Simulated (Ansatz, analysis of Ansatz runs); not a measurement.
## Migration barrier of interstitial N in bcc Nb, hop from an octahedral to the next octahedral site (PBE-D3(BJ))

Aim: the migration barrier of interstitial N in bcc Nb, hop from an octahedral to the next octahedral site, to be set beside the measurement. Set-up: PBE-D3(BJ), 32-site cell, PBE-D3(BJ) lattice, 420 eV, k: 4x4x4 Gamma-centred. The model is a cell of 32 host atoms with 1 N put in. The barrier is the energy of the highest image of a climbing band over the relaxed site that the atom leaves.

What was measured. Migration barrier: 1.67 eV (quoted in “Ab-initio study of the transition pathways for single and double interstitial solute (H, N, O, H-H, N-N, and O-O) within bcc refractory metals (Mo and Nb)”, 2024, H. E. Quarshie et al., quoting earlier work (2007)). The runs below try to reproduce this.

Calculated with Ansatz 0.2.0; plane-wave PAW DFT, PBE-D3(BJ); relaxation of all atoms of a defect supercell.

### Step 1. Set-up

The cell holds 33 atoms: 32 Nb and 1 N. Its edges and angles: a = 9.233 Å, b = 9.233 Å, c = 9.233 Å, α = 60.0°, β = 60.0°, γ = 60.0°. It derives from Nb (space group Im-3m). Nearest the centre at fractional (0.375, 0.375, 0.625): N33 at 0.00 Å, Nb29 at 1.63 Å, Nb7 at 1.63 Å, Nb8 at 2.31 Å, Nb22 at 2.31 Å, Nb14 at 2.31 Å, Nb4 at 2.31 Å, Nb15 at 3.65 Å.

The host's primitive cell comes from a first run (plane-wave PAW DFT, PBE-D3(BJ); relaxation of the host's cell and atoms): vectors of 2.827, 2.827 and 2.827 Å. That is 17.39 Å³ an atom, 3.8 % under the diffraction cell's volume. The supercell is built on it.

### Step 2. Relaxation, charge 0

A barrier counts from a true minimum, so both ends of the jump are relaxed first.

Contents of start/input.yaml:

```yaml
relax:
  f_tol: 0.02
  max_steps: 80
  escape_saddle: false
crystal:
  lattice:
    - [0.0, 6.52873177, 6.52873177]
    - [6.52873177, 0.0, 6.52873177]
    - [6.52873177, 6.52873177, 0.0]
  atoms:
    - { symbol: Nb, position: [0.0, 0.0, 0.0] }
    - { symbol: Nb, position: [0.125, 0.125, 0.125] }
    - { symbol: Nb, position: [0.25, 0.25, 0.25] }
    - { symbol: Nb, position: [0.375, 0.375, 0.375] }
    - { symbol: Nb, position: [0.0, 0.0, 0.5] }
    - { symbol: Nb, position: [0.125, 0.125, 0.625] }
    - { symbol: Nb, position: [0.25, 0.25, 0.75] }
    - { symbol: Nb, position: [0.375, 0.375, 0.875] }
    - { symbol: Nb, position: [0.0, 0.5, 0.0] }
    - { symbol: Nb, position: [0.125, 0.625, 0.125] }
    - { symbol: Nb, position: [0.25, 0.75, 0.25] }
    - { symbol: Nb, position: [0.375, 0.875, 0.375] }
    - { symbol: Nb, position: [0.0, 0.5, 0.5] }
    - { symbol: Nb, position: [0.125, 0.625, 0.625] }
    - { symbol: Nb, position: [0.25, 0.75, 0.75] }
    - { symbol: Nb, position: [0.375, 0.875, 0.875] }
    - { symbol: Nb, position: [0.5, 0.0, 0.0] }
    - { symbol: Nb, position: [0.625, 0.125, 0.125] }
    - { symbol: Nb, position: [0.75, 0.25, 0.25] }
    - { symbol: Nb, position: [0.875, 0.375, 0.375] }
    - { symbol: Nb, position: [0.5, 0.0, 0.5] }
    - { symbol: Nb, position: [0.625, 0.125, 0.625] }
    - { symbol: Nb, position: [0.75, 0.25, 0.75] }
    - { symbol: Nb, position: [0.875, 0.375, 0.875] }
    - { symbol: Nb, position: [0.5, 0.5, 0.0] }
    - { symbol: Nb, position: [0.625, 0.625, 0.125] }
    - { symbol: Nb, position: [0.75, 0.75, 0.25] }
    - { symbol: Nb, position: [0.875, 0.875, 0.375] }
    - { symbol: Nb, position: [0.5, 0.5, 0.5] }
    - { symbol: Nb, position: [0.625, 0.625, 0.625] }
    - { symbol: Nb, position: [0.75, 0.75, 0.75] }
    - { symbol: Nb, position: [0.875, 0.875, 0.875] }
    - { symbol: "N", position: [0.375, 0.375, 0.625] }
basis:
  ecutwfc: 420
  xc_grid: 2
hamiltonian:
  xc: pbe
  dispersion: d3bj
kpoints:
  mp_grid: { grid: [4, 4, 4] }
scf:
  occupations: { method: methfessel_paxton, width: 0.1 }
  max_iter: 120
output:
  forces: true
checkpoint:
  write: "../start.run"
  compress: false
  write_wavefunctions: true
  write_every: 100000
```

Started as:

```
$ ansatz run input.yaml --threads 4 --pin off --max-ram 14131MiB --backend cpu --events-out ev --progress --plain --runs-dir out
```

Numbers of over 12 decimals in the logs are rounded to 6 here.

The program printed:

```text
[... repeated set-up lines and file paths are left out, and long positions are rounded to six places ...]
Engine: ansatz 0.2.0, aarch64-unknown-linux-gnu
Pseudopotentials: kind: paw
Pseudopotential: Nb, paw, valence charge 13, recommended cutoff 420 eV (normal), Nb.paw.azcp
Pseudopotential: N, paw, valence charge 5, recommended cutoff 420 eV (normal), N.paw.azcp
Functional definition: PBE
  parameter kappa = 0.804
  parameter beta = 0.066725
  exchange = pbe_x(kappa = kappa, mu = beta*pi^2/3)
  correlation = pbe_c(beta = beta)
Crystal: 33 atoms, lattice volume = 556.566 Å³
Basis set: ecut = 420 eV, 10969 PW (Γ), exchange–correlation on 128×128×128 points (8 copies of the dense FFT grid, shifted against one another)
Bands: 253, of which v1, the nominal top of the filled ones, is band 211 counted from 1 (210 counted from 0)
Symmetry: 16 space group operations
Space group: I4/mmm (ITA 139), of the structure as read, at distance tolerance 8.2e-5 Å
k-points: 13 of 64
Non-local potential: Nb, projectors of the file, l = 0: 3, l = 1: 2, l = 2: 2, l = 3: 1
Non-local potential: N, projectors of the file, l = 0: 2, l = 1: 2, l = 2: 1
PAW form: soft (Blöchl's): semilocal exchange-correlation on the pseudo side does not see the compensation charge
PAW one-centre angular grid: Nb, 590 points (default); XC on 64 Gauss nodes
PAW one-centre angular grid: N, 110 points (default); XC on 64 Gauss nodes
Initial density: superposition of atomic densities (neutral atoms: chi_scale 0, normalization atom), corrected by the library's trained network
Initial wavefunctions: pseudopotential atomic-orbital guess
Functional: x = pbe(κ = 0.804, μ = 0.219515), c = pbe(β = 0.066725)
SCF iter   1: F=—  HF=-146078.273126 eV  |F-HF|=—  |Δ(HF+E_count)|=         —  Δρ=5.18e-3  dr2=3.46e-1  ethr=1.77e-3  ⟨swp⟩=6.4  Hψ=13621  notcnv=0  defer=3
preconditioner: auto → Kerker (q_TF=auto, 2.604 Å⁻¹)  [metal: Δε(μ)=0.004 eV  Ē_g=3.989 eV  σ=0.100 eV  W_gap=0.03  n_scr=168 (ndim 8)  ℏωp=20.2 eV  f_vac=0.000  D(μ)=49.38/eV (n_scr^D=608)]
SCF iter   2: F=—  HF=-146078.239712 eV  |F-HF|=—  |Δ(HF+E_count)|=   3.34e-2  S|Δr|=    0.00e0  Δρ=2.86e-3  dr2=8.29e-2  ethr=8.23e-5  ⟨swp⟩=2.0  Hψ=3925  notcnv=0  defer=4
SCF iter   3: F=—  HF=-146078.231234 eV  |F-HF|=—  |Δ(HF+E_count)|=   8.48e-3  S|Δr|=    0.00e0  Δρ=4.96e-4  dr2=1.73e-3  ethr=1.97e-5  ⟨swp⟩=2.0  Hψ=5260  notcnv=0  defer=4
SCF iter   4: F=—  HF=-146078.232307 eV  |F-HF|=—  |Δ(HF+E_count)|=   1.07e-3  S|Δr|=    0.00e0  Δρ=1.74e-4  dr2=1.43e-4  ethr=4.12e-7  ⟨swp⟩=2.2  Hψ=4538  notcnv=0  defer=4
SCF iter   5: F=-146078.232292 eV  HF=-146078.232293 eV  |F-HF|=1.24e-6  |Δ(HF+E_count)|=   1.46e-5  S|Δr|=    0.00e0  Δρ=3.13e-5  dr2=4.61e-6  ethr=2.38e-9  ⟨swp⟩=3.0  Hψ=11850  notcnv=0
SCF 1 converged in 5 iterations: F = -146078.232292 eV  dr2 = 4.61e-6
  greatest PAW one-centre occupation: 0.998 electrons in one spin orbital (limit 2), on the Nb atom at site 28 (counted from 0), in its partial waves of l = 0
relax step   1: F+E_penalty+E_count = -146078.23229161 eV  Δ(F+E_penalty+E_count) = +0.000e0 eV  max|allowed force component| = 1.712e1 eV/Å  Δτ_max = 0.0000 Å  (5 SCF iters, dr2 threshold 1.00e-5 eV, accepted)
[... the SCF cycles and remarks between the steps are left out from here to the last step ...]
relax step   2: F+E_penalty+E_count = -146082.28995238 eV  Δ(F+E_penalty+E_count) = -4.058e0 eV  max|allowed force component| = 4.667e0 eV/Å  Δτ_max = 0.1956 Å  (6 SCF iters, dr2 threshold 1.00e-4 eV, accepted)
relax step   3: F+E_penalty+E_count = -146083.27742971 eV  Δ(F+E_penalty+E_count) = -9.875e-1 eV  max|allowed force component| = 1.121e0 eV/Å  Δτ_max = 0.1454 Å  (5 SCF iters, dr2 threshold 1.00e-4 eV, accepted)
relax step   4: F+E_penalty+E_count = -146083.40486315 eV  Δ(F+E_penalty+E_count) = -1.274e-1 eV  max|allowed force component| = 1.511e-1 eV/Å  Δτ_max = 0.0597 Å  (5 SCF iters, dr2 threshold 7.86e-5 eV, accepted)
relax step   5: F+E_penalty+E_count = -146083.40911817 eV  Δ(F+E_penalty+E_count) = -4.255e-3 eV  max|allowed force component| = 1.619e-2 eV/Å  Δτ_max = 0.0123 Å  (5 SCF iters, dr2 threshold 1.43e-6 eV, accepted)
iter 1 solved again at ethr=7.35e-11 eV; its pass at ethr=3.10e-3 eV (dr2=3.10e-7 eV) is discarded
SCF iter   1: F=—  HF=-146083.409122 eV  |F-HF|=—  |Δ(HF+E_count)|=         —  Δρ=5.55e-6  dr2=3.11e-7  ethr=7.35e-11  ⟨swp⟩=1.8  Hψ=9140  notcnv=0  defer=335
SCF iter   2: F=—  HF=-146083.409118 eV  |F-HF|=—  |Δ(HF+E_count)|=   3.17e-6  S|Δr|=    0.00e0  Δρ=3.62e-6  dr2=1.52e-7  ethr=7.35e-11  ⟨swp⟩=2.0  Hψ=2963  notcnv=0  defer=335
SCF iter   3: F=-146083.409118 eV  HF=-146083.409118 eV  |F-HF|=3.20e-10  |Δ(HF+E_count)|=   1.95e-8  S|Δr|=    0.00e0  Δρ=4.25e-7  dr2=8.17e-10  ethr=2.38e-11  ⟨swp⟩=4.0  Hψ=9882  notcnv=0
SCF 6 converged in 3 iterations: F = -146083.409118 eV  dr2 = 8.17e-10
relax step   6: F+E_penalty+E_count = -146083.40911834 eV  Δ(F+E_penalty+E_count) = -1.753e-7 eV  max|allowed force component| = 1.619e-2 eV/Å  Δτ_max = 0.0000 Å  (3 SCF iters, accepted)
NSCF: frozen V_eff on 13 k-points
the band table was solved once a step of the walk had ended and its energy, with any forces and stress, was formed, with the checks that follow a solve (12484 applications of the Hamiltonian). They found nothing against the state; [...]
SCF converged after 3 iterations
Stability not checked: this state was not tested for a lower state beside it, because cold or Methfessel-Paxton smearing, or corrected tetrahedra, fill the levels in a way that the test cannot read (fill_not_monotonic; see scf.lower_state_search)
Free energy (F): -146083.409118 eV
Harris-Foulkes:  -146083.409118 eV  (|F-HF|=3.20e-10)
Internal energy: -146083.425826 eV  (E = F + TS)
E sigma→0 (E₀):  -146083.413295 eV
Entropy (-TS):   0.016707 eV (0.506 meV/atom)
Fermi energy:    18.731834 eV
--- Per-component energies (eV) ---
  E_band       = -1745.794796
  E_kinetic    = 12843.412789
  E_local      = -21593.372109  (includes V_loc(G=0)·N_el)
  E_nonlocal   = 3888.346546
  E_hartree    = 6759.705269
  E_xc         = -5707.188430
  E_vxc        = -6931.131899  (∫ρ·V_xc dr)
  E_paw        = -98481.707045  (= ΣΔE_a)
  E_vpaw       = -3472.460724  (= ΣTr[D̂ρ^β])
  E_aug_tail   = 0.000314  (compensation charges beyond the density's cutoff)
  E_ewald      = -43767.759160
  E_disp       = -24.864000  (pairwise vdW)
  E_smearing   = 0.016707  (= −TS)
  E_closure    = 0.000000  (closes the sum)
  Σ components = -146083.409118   (vs F -146083.409118, Δ=0.00e0)
--- Forces (eV/Å), atoms counted from 1 ---
  atom   1  Nb     0.00000000     0.00000000     0.01618734
  atom   2  Nb     0.00169712     0.00169712     0.00174195
  atom   3  Nb    -0.00000000     0.00000000    -0.00574068
  atom   4  Nb     0.00453259     0.00453259    -0.00000000
  atom   5  Nb     0.00000000     0.00000000     0.00574068
  atom   6  Nb    -0.00169712    -0.00169712     0.00174195
  atom   7  Nb     0.00000000    -0.00000000    -0.00304071
  atom   8  Nb    -0.00453259    -0.00453259     0.00000000
  atom   9  Nb    -0.00923271     0.00000000    -0.00664460
  atom  10  Nb     0.00395663    -0.00395663    -0.00000000
  atom  11  Nb     0.00000000     0.00923271     0.00664460
  atom  12  Nb     0.00169712    -0.00169712    -0.00174195
  atom  13  Nb     0.00000000     0.00923271    -0.00664460
  atom  14  Nb    -0.00453259     0.00453259    -0.00000000
  atom  15  Nb    -0.00923271     0.00000000     0.00664460
  atom  16  Nb    -0.00169712     0.00169712     0.00174195
  atom  17  Nb     0.00000000    -0.00923271    -0.00664460
  atom  18  Nb    -0.00395663     0.00395663    -0.00000000
  atom  19  Nb     0.00923271     0.00000000     0.00664460
  atom  20  Nb    -0.00169712     0.00169712    -0.00174195
  atom  21  Nb     0.00923271     0.00000000    -0.00664460
  atom  22  Nb     0.00453259    -0.00453259     0.00000000
  atom  23  Nb     0.00000000    -0.00923271     0.00664460
  atom  24  Nb     0.00169712    -0.00169712     0.00174195
  atom  25  Nb    -0.00000000    -0.00000000     0.00574068
  atom  26  Nb    -0.00169712    -0.00169712    -0.00174195
  atom  27  Nb     0.00000000     0.00000000    -0.01618734
  atom  28  Nb    -0.00395663    -0.00395663     0.00000000
  atom  29  Nb     0.00000000     0.00000000     0.00304071
  atom  30  Nb     0.00169712     0.00169712    -0.00174195
  atom  31  Nb     0.00000000    -0.00000000    -0.00574068
  atom  32  Nb     0.00395663     0.00395663     0.00000000
  atom  33  N      0.00000000    -0.00000000     0.00000000
  max |Σ_I F_I| component: 7.81e-18 eV/Å
--- Band table (eV; the first three rows and the last of 13) ---
  k-point 0: bands = ["-35.7172", "-35.6420", "-35.6420", "-35.6119", [... 245 left out ...] "22.0406", "22.0507", "22.0905", "22.0974"]
  k-point 1: bands = ["-35.7100", "-35.6475", "-35.6422", "-35.6104", [... 245 left out ...] "21.9171", "21.9648", "21.9825", "22.0298"]
  [... further k-points left out ...]
--- Relaxed structure (6 steps of the walk, 6 accepted, 0 SCFs on fresh bases) ---
  F+E_penalty+E_count = -146083.40911834 eV   max|allowed force component| = 1.619e-2 eV/Å
  atoms:
    - { symbol: Nb, position: [-0.010468, -0.010468, 0.010468] }
    - { symbol: Nb, position: [0.118687, 0.118687, 0.136044] }
    - { symbol: Nb, position: [0.250024, 0.250024, 0.249976] }
    - { symbol: Nb, position: [0.375, 0.375, 0.387251] }
    - { symbol: Nb, position: [-2.3655360335674405e-5, -2.3655360335674405e-5, 0.500024] }
    - { symbol: Nb, position: [0.118687, 0.118687, 0.626582] }
    - { symbol: Nb, position: [0.219550, 0.219550, 0.780450] }
    - { symbol: Nb, position: [0.375, 0.375, 0.862749] }
    - { symbol: Nb, position: [0.001458, 0.498544, -0.001458] }
    - { symbol: Nb, position: [0.133252, 0.616748, 0.125] }
    - { symbol: Nb, position: [0.251456, 0.748542, 0.251458] }
    - { symbol: Nb, position: [0.376582, 0.886044, 0.368687] }
    - { symbol: Nb, position: [0.001458, 0.498544, 0.501456] }
    - { symbol: Nb, position: [0.137251, 0.612749, 0.625] }
    - { symbol: Nb, position: [0.251456, 0.748542, 0.748544] }
    - { symbol: Nb, position: [0.373418, 0.863956, 0.881313] }
    - { symbol: Nb, position: [0.498544, 0.001458, -0.001458] }
    - { symbol: Nb, position: [0.616748, 0.133252, 0.125] }
    - { symbol: Nb, position: [0.748542, 0.251456, 0.251458] }
    - { symbol: Nb, position: [0.886044, 0.376582, 0.368687] }
    - { symbol: Nb, position: [0.498544, 0.001458, 0.501456] }
    - { symbol: Nb, position: [0.612749, 0.137251, 0.625] }
    - { symbol: Nb, position: [0.748542, 0.251456, 0.748544] }
    - { symbol: Nb, position: [0.863956, 0.373418, 0.881313] }
    - { symbol: Nb, position: [0.499976, 0.499976, 2.3655360335661513e-5] }
    - { symbol: Nb, position: [0.631313, 0.631313, 0.113956] }
    - { symbol: Nb, position: [0.760468, 0.760468, 0.239532] }
    - { symbol: Nb, position: [0.875, 0.875, 0.383252] }
    - { symbol: Nb, position: [0.530450, 0.530450, 0.469550] }
    - { symbol: Nb, position: [0.631313, 0.631313, 0.623418] }
    - { symbol: Nb, position: [0.750024, 0.750024, 0.749976] }
    - { symbol: Nb, position: [0.875, 0.875, 0.866748] }
    - { symbol: N, position: [0.375, 0.375, 0.625] }
```

Run time: 4 min. Hardware: 4 threads of Arm Neoverse V1, shared host; peak memory 3.6 GiB.

Step by step:

```
step  energy less that of the first step (eV)  largest force component (eV/Å)
   1                                   0.0000                         17.1204
   2                                  -4.0577                          4.6671
   3                                  -5.0451                          1.1211
   4                                  -5.1726                          0.1511
   5                                  -5.1768                          0.0162
   6                                  -5.1768                          0.0162
```

The run keeps the 16 symmetry operations that it works with, so distortions that break them were not tested.

The atoms that moved most (Å):

```
atom      dx      dy      dz  length
 Nb7   0.000   0.000  -0.398   0.398
Nb29   0.000   0.000   0.398   0.398
Nb27   0.000   0.000   0.137   0.137
 Nb1   0.000   0.000  -0.137   0.137
 Nb4   0.080   0.080   0.000   0.113
Nb22   0.080  -0.080   0.000   0.113
Nb14  -0.080   0.080   0.000   0.113
 Nb8  -0.080  -0.080   0.000   0.113
```

Neighbours of N33 at the end:

```
atom  distance (Å)
Nb29         2.030
 Nb7         2.030
 Nb4         2.195
Nb22         2.195
Nb14         2.195
 Nb8         2.195
 Nb9         3.633
Nb17         3.633
Nb19         3.633
Nb11         3.633
Nb21         3.633
Nb13         3.633
Nb15         3.633
Nb23         3.633
```

This step gave:

| Item | Value |
| --- | --- |
| free energy | -146083.4091 eV |
| smearing term TS | -0.01671 eV |

The series, run alike:

```
                 run    outcome  energy less the first (eV)  moment (μB)     time
relaxation, charge 0  converged                      0.0000         0.00    4 min
relaxation, charge 0  converged                      0.0000         0.00  3.9 min
```

The relaxation ends 157 meV an atom lower, with a largest force component of 0.016 eV/Å.

(Continued in part 2 of 2.)

[Logs are printed without paths, hosts, clocks, repeated set-up lines and the standing remarks that a program may print on its own settings, such as how far it seeks lower states.]

[Hosts, paths, dates, database ids (printed as entryN), source tags and the programs' standing remarks are cut or masked in the printed files.]

[For some hosts the program warned that the k-mesh of the response run may be too coarse for force constants and the static dielectric constant; such warnings are not shown here.]
